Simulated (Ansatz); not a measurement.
# BiOBr (P4/nmm): bands and screening cutoff converge together, part 2 of 2

Aim: vary empty bands and screening cutoff apart and together in G0W0 on BiOBr (P4/nmm).

Ansatz 0.2.0; G0W0 on r2SCAN, plane waves, PAW. Known limits of the many-body steps: not at the basis limit; no spin-orbit coupling; coarse k mesh.

So far. Step 8 (917 empty bands, screening to 220 eV): The G0W0 gap on the mesh is 3.476 eV.

The database entry behind the starting cell differs from later determinations by our own check (0.1 to 0.3 % short, probably kX units), so it need not match the best structure at ambient conditions.

## (9) 281 empty bands, screening to 300 eV

The input, input.yaml:

```yaml
crystal:
  lattice:
    - [3.916, 0.0, 0.0]
    - [0.0, 3.916, 0.0]
    - [0.0, 0.0, 8.077]
  atoms:
    - { symbol: Bi, position: [0.0, 0.5, 0.154] }
    - { symbol: Bi, position: [0.5, 0.0, 0.846] }
    - { symbol: Br, position: [0.0, 0.5, 0.653] }
    - { symbol: Br, position: [0.5, 0.0, 0.347] }
    - { symbol: O, position: [0.0, 0.0, 0.0] }
    - { symbol: O, position: [0.5, 0.5, 0.0] }
kpoints:
  mp_grid: { grid: [4, 4, 2] }
hamiltonian:
  xc: r2scan
scf:
  occupations: { method: fixed }
gw:
  n_empty_bands: 281
  ecut_chi: 300
  qp_bands: [v2, c2]
  qp_kpoints: band_edges
  screening: { model: contour_deformation }
```

Launch:

```console
ansatz run input.yaml --threads 3 --pin off --max-ram 92160MiB --backend cuda --events-out ev --progress --plain --runs-dir out --devices 1 --max-vram 13GiB
```

Numbers of over 12 decimals in the logs are rounded to 6 here.

The log of the run:

```text
GPUs: using 1 of 1 available (devices: 1).
[...]
GPU FFT provider: cuFFT
GPU libraries: cuBLAS 13.8.2, cuFFT 12.4.0, cuSOLVER 12.3.4
Crystal: 6 atoms, lattice volume = 123.861 Å³
Basis set: ecut = 500 eV, 3133 PW (Γ), exchange–correlation on 120×120×240 points (64 copies of the dense FFT grid, shifted against one another)
Bands: 34, of which v1, the nominal top of the filled ones, is band 28 counted from 1 (27 counted from 0)
[...]
1    30     10.3339    -9.2756    -3.6437   -13.2322  0.8216    10.6477    10.6468  root
[...]
10    27      6.4677   -19.9884     2.7655   -16.6355  0.7630     5.8744     5.8803  root
    10    28      6.4677   -19.9884     2.7655   -16.6355  0.7630     5.8744     5.8803  root
    10    29     11.1175   -10.1719    -3.5081   -14.0683  0.8140    11.5073    11.5059  root
    10    30     11.1175   -10.1719    -3.5081   -14.0683  0.8140    11.5073    11.5059  root
[key lines of the parts left out:]
SCF converged after 7 iterations
Free energy (F): -31547.204791 eV
Fermi energy:    7.218562 eV
```

The job ended after 17 s (1 × NVIDIA H100 80GB HBM3 (shared by 6 runs) with 3 threads of AMD EPYC 7R13 (Zen 3), shared host; peak memory 4.6 GiB; 32 s of CPU time).

The G0W0 gap on the mesh is 3.360 eV.

## (10) 1461 empty bands, screening to 300 eV

input.yaml: that of step 9 with these lines changed.

```diff
@@ -19,3 +19,3 @@
 gw:
-  n_empty_bands: 281
+  n_empty_bands: 1461
   ecut_chi: 300
```

The log of the run:

```text
GPUs: using 1 of 1 available (devices: 1).
[...]
GPU FFT provider: cuFFT
GPU libraries: cuBLAS 13.8.2, cuFFT 12.4.0, cuSOLVER 12.3.4
Crystal: 6 atoms, lattice volume = 123.861 Å³
Basis set: ecut = 500 eV, 3133 PW (Γ), exchange–correlation on 120×120×240 points (64 copies of the dense FFT grid, shifted against one another)
Bands: 34, of which v1, the nominal top of the filled ones, is band 28 counted from 1 (27 counted from 0)
[...]
1    30     10.3339    -9.2756    -3.9194   -13.2322  0.8209    10.3711    10.3711  root
[...]
10    27      6.4677   -19.9884     2.4802   -16.6355  0.7623     5.5813     5.5950  root
    10    28      6.4677   -19.9884     2.4802   -16.6355  0.7623     5.5813     5.5950  root
    10    29     11.1175   -10.1719    -3.7803   -14.0683  0.8133    11.2338    11.2337  root
    10    30     11.1175   -10.1719    -3.7803   -14.0683  0.8133    11.2338    11.2337  root
[key lines of the parts left out:]
SCF converged after 7 iterations
Free energy (F): -31547.204791 eV
Fermi energy:    7.218562 eV
```

Elapsed: 75 s, on 1 × NVIDIA H100 80GB HBM3 (shared by 6 runs) with 3 threads; peak memory 5.9 GiB.

The G0W0 gap on the mesh is 3.509 eV.

## (11) The grid

Start r2SCAN, 4×4×2 mesh. Times are wall times on 1 × NVIDIA H100 80GB HBM3 (shared by 6 runs) with 3 threads of AMD EPYC 7R13 (Zen 3), shared host, good to a factor of about two.

```
cutoff (eV)  plane waves at q = 0  bands summed  gap (eV)  Σc valence (eV)  Σc conduction (eV)   time
         50                   101           127     3.175             2.87               -3.18  7.4 s
         50                   101           544     3.111             2.64               -3.48   36 s
        100                   281           309     3.275             2.51               -3.44   14 s
        100                   281          1489     3.280             2.36               -3.59   49 s
        150                   509           127     3.279             2.85               -3.10   15 s
        150                   509           544     3.396             2.27               -3.56   24 s
        220                   927           945     3.476             2.12               -3.63   42 s
        300                  1463           309     3.360             2.44               -3.42   17 s
        300                  1463          1489     3.509             2.04               -3.68   75 s
```

## (12) What came out

| Item | Value |
| --- | --- |
| 127 bands, 50 eV | 3.175 eV |
| 544 bands, 50 eV | 3.111 eV |
| 309 bands, 100 eV | 3.275 eV |
| 1489 bands, 100 eV | 3.280 eV |
| 127 bands, 150 eV | 3.279 eV |
| 544 bands, 150 eV | 3.396 eV |
| 945 bands, 220 eV | 3.476 eV |
| 309 bands, 300 eV | 3.360 eV |
| 1489 bands, 300 eV | 3.509 eV |
| estimated limit along the diagonal | 3.57 eV |
| mesh and start | 4×4×2, r2SCAN |

In words: At 50 eV, going from 127 to 544 bands moves the gap by −0.06 eV. At 100 eV, going from 309 to 1489 bands moves the gap by +0.01 eV. At 150 eV, going from 127 to 544 bands moves the gap by +0.12 eV. At 300 eV, going from 309 to 1489 bands moves the gap by +0.15 eV. At 127 bands, raising the cutoff from 50 to 150 eV moves it by +0.10 eV. At 544 bands, raising the cutoff from 50 to 150 eV moves it by +0.28 eV. At 309 bands, raising the cutoff from 100 to 300 eV moves it by +0.09 eV. At 1489 bands, raising the cutoff from 100 to 300 eV moves it by +0.23 eV. Along the diagonal, where both rise together, the two highest rungs point to 3.57 eV. The 4×4×2 mesh misses a band edge: on 6×6×4 the r2SCAN gap is 2.60 eV, so these values are not the fundamental gap, which lies some 0.08 eV lower. A low cutoff hides what high bands add, so a band series at one cutoff can look settled before the gap is. The 4×4×2 mesh is coarse for this cell (its supercell is 16 Å along the shortest edge). The RPA ε∞ on it, from the r2SCAN start, is 4.64 and 6.16; such meshes misread the long-range screening, most where the gap is narrow. Where an edge is built on 6p states of lead, bismuth or thallium, scalar-relativistic gaps usually stand too wide, by a few tenths to over one eV. The many-body steps are scalar-relativistic: spin-orbit coupling is not in them.

[Paths, hosts, dates, memory and timing lines, banners, echoed tables and standing remarks are left out of the program output.]

[Logs are printed without paths, hosts, clocks, repeated set-up lines and the standing remarks that a program may print on its own settings, such as how far it seeks lower states.]

[Runs of the session that timed out or met a known fault of the program may be left out.]

[Cells called generated may have been cut or substituted from an entry of the Crystallography Open Database or the Materials Project.]

[Hosts, paths, dates, database ids (printed as entryN), source tags and the programs' standing remarks are cut or masked in the printed files.]
